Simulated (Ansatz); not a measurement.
# How Ag(100) screens a field, part 2 of 2

Aim: image plane and induced charge of Ag(100).

Ansatz 0.2.0; plane-wave DFT, PBE, Ansatz PAW.

So far. Step 9 (Single point, field 0.4 V/Å): The dipole is 0.285 e·Å.

## 10. The response

This step: plane-wave DFT, PBE, Ansatz PAW; screening of a field by a metal slab (Ansatz 0.2.0).

The dipoles give the slope, and the difference of two potentials shows where the field is screened.

Numbers from this step:

- equivalent conductor thickness p/(ε₀AE): 15.42 Å
- distance between the outer atoms: 12.27 Å
- inner field over outer field: 0.001201
- image plane, upper face: 1.598 Å
- induced electrons on the upper face over ε₀E: -0.9962
- image plane, lower face: 1.598 Å
- induced electrons on the lower face over ε₀E: 0.9962

The dipole of the cell by applied field:

```csv
applied field (V/Å),dipole of the cell (e·Å)
-0.200,-0.143
-0.100,-0.0713
-0.050,-0.0356
0.000,0
0.050,0.0356
0.100,0.0713
0.200,0.143
0.400,0.285
```

Local field over the applied field, running mean. From the potentials at -0.05 and 0.05 V/Å; running mean over 2.045 Å. Table of local field over applied field by z:

z (Å), local field over applied field and a bar from the least value:
```
        5      0.989 ##############################
        6      0.934 ############################
        7      0.706 #####################
        8      0.280 #########
        9      0.007 #
       10     -0.001 
       11      0.008 #
       12      0.002 
       13      0.003 
       14      0.001 
       15      0.001 
       16      0.001 
       17      0.003 
       18      0.002 
       19      0.006 
       20      0.004 
       21     -0.010 
       22      0.178 ######
       23      0.597 ##################
       24      0.897 ###########################
       25      0.981 ##############################
       26      0.997 ##############################
```

Electrons, planar mean, per unit field. The induced electron density by z:

```csv
z (Å),induced electron density (e/Å³ per V/Å)
5,7.0e-5
6,4.1e-4
7,0.00188
8,0.00372
9,1.2e-4
10,-3.3e-4
11,1.7e-4
12,-5.7e-5
13,2.2e-5
14,-6.7e-6
15,-9.6e-6
16,3.0e-5
17,-4.4e-5
18,9.1e-5
19,-5.8e-5
20,-1.4e-6
21,2.1e-4
22,-0.00250
23,-0.00262
24,-6.3e-4
25,-1.2e-4
26,-1.7e-5
```

By hand: between -0.05 and 0.05 V/Å the dipole changes by 0.07126 e·Å, a slope of 0.7126 e·Å²/V. A perfect conductor of thickness t has p = ε₀AEt, so t = 180.95 × 0.7126 / 8.364 = 15.42 Å (e/ε₀ = 180.95 V·Å, A in Å²). Less the 12.27 Å between the outer atoms, and halved, that puts each image plane 1.57 Å out.

The induced dipole is that of a conductor 15.42 Å thick.

## 11. A changed input

This step: plane-wave DFT, PBE, Ansatz PAW (Ansatz 0.2.0).

A run with a changed input: it repeats the earlier run at 0.05 V/Å with efield.dipole_correction from true to false.

File input.yaml:

```yaml
crystal:
  lattice:
    - [2.8920667351, 0.0, 0.0]
    - [0.0, 2.8920667351, 0.0]
    - [0.0, 0.0, 30.27]
  atoms:
    - { symbol: Ag, position: [0.0, 0.0, 0.2973240833] }
    - { symbol: Ag, position: [0.5, 0.5, 0.3648827222] }
    - { symbol: Ag, position: [0.0, 0.0, 0.4324413611] }
    - { symbol: Ag, position: [0.5, 0.5, 0.5] }
    - { symbol: Ag, position: [0.0, 0.0, 0.5675586389] }
    - { symbol: Ag, position: [0.5, 0.5, 0.6351172778] }
    - { symbol: Ag, position: [0.0, 0.0, 0.7026759167] }
kpoints:
  mp_grid: { grid: [18, 18, 1] }
hamiltonian:
  xc: pbe
scf:
  occupations: { method: fermi_dirac, width: 0.1 }
  convergence: { dr2_threshold: 1.0e-10 }
efield:
  axis: 3
  dipole_correction: false
  ramp_position: 0.97
  ramp_width: 0.06
  amplitude: 0.05
output:
  forces: true
  write_potential: true
  write_density: true
  volumetric_format: npy
```

On the command line:

```bash
> ansatz run input.yaml --threads 4 --pin off --max-ram 6144MiB --backend cpu --events-out ev --progress --plain --runs-dir out
```

What it wrote:

```text
[...]
Crystal: 7 atoms, lattice volume = 253.180 Å³
Basis set: ecut = 420 eV, 4929 PW (Γ), exchange–correlation on 40×40×432 points (8 copies of the dense FFT grid, shifted against one another)
Bands: 80, of which v1, the nominal top of the filled ones, is band 67 counted from 1 (66 counted from 0)
Symmetry: 8 space group operations
k-points: 55 of 324
[...]
SCF iter   1: F=—  HF=-53133.049038 eV  |F-HF|=—  |Δ(HF+E_count)|=         —  Δρ=2.99e-3  dr2=2.00e0  ethr=1.77e-3  p=0.000 e·Å  V_vac-E_F(+/−)=4.83/3.44 eV  ⟨swp⟩=7.3  Hψ=17517  notcnv=0  defer=92
[...]
SCF iter  11: F=-53133.001566 eV  HF=-53133.001566 eV  |F-HF|=5.09e-11  |Δ(HF+E_count)|=  2.91e-11  Δρ=5.91e-8  dr2=8.86e-12  ethr=1.00e-12  p=0.073 e·Å  V_vac-E_F(+/−)=4.88/3.63 eV  ⟨swp⟩=16.1  Hψ=26055  notcnv=0
SCF 1 converged in 11 iterations: F = -53133.001566 eV  dr2 = 8.86e-12
[...]
SCF converged after 11 iterations
Free energy (F): -53133.001566 eV
[...]
Internal energy: -53132.937964 eV  (E = F + TS)
E sigma→0 (E₀):  -53132.969765 eV
Entropy (-TS):   -0.063602 eV (-9.086 meV/atom)
Fermi energy:    5.944252 eV
Dipole field:    D = 0.051906 V/Å  (p = 0.072625 e·Å, saw-weighted)
Work function:   not extracted (applied field tilts the vacuum); planar V_es + V_field profile in the machine report
[...]
--- Forces (eV/Å), atoms counted from 1 ---
  atom   1  Ag    -0.00000000     0.00000000    -0.10420533
  atom   2  Ag     0.00000000     0.00000000    -0.12614208
  atom   3  Ag     0.00000000     0.00000000    -0.00127336
  atom   4  Ag     0.00000000     0.00000000    -0.00025199
  atom   5  Ag    -0.00000000     0.00000000     0.00038752
  atom   6  Ag    -0.00000000     0.00000000     0.13013854
  atom   7  Ag    -0.00000000     0.00000000     0.10134630
  max |Σ_I F_I| component: 4.04e-7 eV/Å
--- Band table (eV; the first three rows and the last of 55) ---
  k-point 0: bands = [... 63 lower, 2.9618, 2.9808, 3.1275, 3.1275, 3.4706, 5.0502, 6.5562, 7.3679, ... 9 higher]
  k-point 1: bands = [... 63 lower, 2.9537, 2.9859, 3.0287, 3.1291, 3.6428, 5.1764, 6.6708, 7.5114, ... 9 higher]
  k-point 2: bands = [... 63 lower, 2.8978, 2.9443, 3.0361, 3.1194, 3.9875, 5.5014, 6.9893, 7.9084, ... 9 higher]
  k-point 54: bands = [... 63 lower, 7.9004, 7.9004, 8.8700, 8.8700, 10.1770, 10.1770, 11.6587, 11.6587, ... 9 higher]
```

Wall time 68 s (4 threads of Arm Neoverse N1, shared host); peak memory 1.1 GiB; 4.5 min of CPU time.

```csv
quantity,this run,earlier run,difference
dipole along the normal (e·Å),0.07262,0.03563,0.037
```

With the dipole correction off, the periodic images add a field of their own to the typed one.

It moves by +0.037 e·Å.

These numbers are not those of the isolated slab.

## 12. Varying the input

Another changed input: it repeats the earlier run at 0.05 V/Å with efield.dipole_correction from true to false and efield.amplitude from 0.05 to -0.05.

Changes to input.yaml since step 11:

```diff
@@ -25,3 +25,3 @@
   ramp_width: 0.06
-  amplitude: 0.05
+  amplitude: -0.05
 output:
```

What it wrote:

```text
[...]
Crystal: 7 atoms, lattice volume = 253.180 Å³
Basis set: ecut = 420 eV, 4929 PW (Γ), exchange–correlation on 40×40×432 points (8 copies of the dense FFT grid, shifted against one another)
Bands: 80, of which v1, the nominal top of the filled ones, is band 67 counted from 1 (66 counted from 0)
Symmetry: 8 space group operations
k-points: 55 of 324
[...]
SCF iter   1: F=—  HF=-53133.048969 eV  |F-HF|=—  |Δ(HF+E_count)|=         —  Δρ=2.99e-3  dr2=2.00e0  ethr=1.77e-3  p=0.000 e·Å  V_vac-E_F(+/−)=3.44/4.84 eV  ⟨swp⟩=7.3  Hψ=17533  notcnv=0  defer=90
[...]
SCF iter  11: F=-53133.001566 eV  HF=-53133.001566 eV  |F-HF|=3.71e-10  |Δ(HF+E_count)|=  2.18e-11  Δρ=5.78e-8  dr2=8.53e-12  ethr=1.00e-12  p=-0.073 e·Å  V_vac-E_F(+/−)=3.63/4.90 eV  ⟨swp⟩=16.2  Hψ=25930  notcnv=0
SCF 1 converged in 11 iterations: F = -53133.001566 eV  dr2 = 8.53e-12
[...]
SCF converged after 11 iterations
Free energy (F): -53133.001566 eV
[...]
Internal energy: -53132.937964 eV  (E = F + TS)
E sigma→0 (E₀):  -53132.969765 eV
Entropy (-TS):   -0.063602 eV (-9.086 meV/atom)
Fermi energy:    5.944252 eV
Dipole field:    D = -0.051906 V/Å  (p = -0.072625 e·Å, saw-weighted)
Work function:   not extracted (applied field tilts the vacuum); planar V_es + V_field profile in the machine report
[...]
--- Forces (eV/Å), atoms counted from 1 ---
  atom   1  Ag    -0.00000000     0.00000000    -0.10134631
  atom   2  Ag    -0.00000000     0.00000000    -0.13013855
  atom   3  Ag     0.00000000     0.00000000    -0.00038753
  atom   4  Ag     0.00000000     0.00000000     0.00025198
  atom   5  Ag     0.00000000     0.00000000     0.00127335
  atom   6  Ag    -0.00000000     0.00000000     0.12614205
  atom   7  Ag     0.00000000     0.00000000     0.10420532
  max |Σ_I F_I| component: 3.17e-7 eV/Å
--- Band table (eV; the first three rows and the last of 55) ---
  k-point 0: bands = [... 63 lower, 2.9618, 2.9808, 3.1275, 3.1275, 3.4706, 5.0502, 6.5562, 7.3679, ... 9 higher]
  k-point 1: bands = [... 63 lower, 2.9537, 2.9859, 3.0287, 3.1291, 3.6428, 5.1764, 6.6708, 7.5114, ... 9 higher]
  k-point 2: bands = [... 63 lower, 2.8978, 2.9443, 3.0361, 3.1194, 3.9875, 5.5014, 6.9893, 7.9084, ... 9 higher]
  k-point 54: bands = [... 63 lower, 7.9004, 7.9004, 8.8700, 8.8700, 10.1770, 10.1770, 11.6587, 11.6587, ... 9 higher]
```

Wall time 69 s (4 threads); peak memory 1.1 GiB.

```csv
quantity,this run,earlier run,difference
dipole along the normal (e·Å),-0.07262,0.03563,-0.11
```

The applied field differs, and the slope found earlier predicts a dipole of -0.0356 e·Å; this run gives -0.0726 e·Å, 0.037 e·Å less.

With the dipole correction off, the periodic images add a field of their own to the typed one.

These numbers are not those of the isolated slab.

## 13. Outcome

| Quantity | Value |
| --- | --- |
| work function | 4.29 eV |
| image plane, upper face | 1.60 Å |
| induced electrons on the upper face over ε₀E | -0.996 |
| equivalent conductor thickness p/(ε₀AE) | 15.4 Å |
| inner field over outer field | 0.00120 |

**Reading.** The induced charge has its centre 1.60 Å outside the outermost atoms; this is the plane from which a capacitor's gap or an image potential counts. The equivalent conductor thickness exceeds the distance between the outer atoms by 3.15 Å, about the sum of the two image-plane distances. In the middle of the slab the field is screened to under 0.5 % of its outer value. The atoms are held at bulk positions with the tabulated experimental lattice constant.

[Long decimals in the printed logs are rounded to 6 places.]

[Logs are printed without paths, hosts, clocks, repeated set-up lines and the standing remarks that a program may print on its own settings, such as how far it seeks lower states.]

[Hosts, paths, dates, database ids (printed as entryN), source tags and the programs' standing remarks are cut or masked in the printed files.]

[Maps of the electrostatic potential energy from Ansatz leave out the sawtooth potential of an applied field or a dipole correction, so their vacuum need not be flat; planar profiles and work functions include it.]
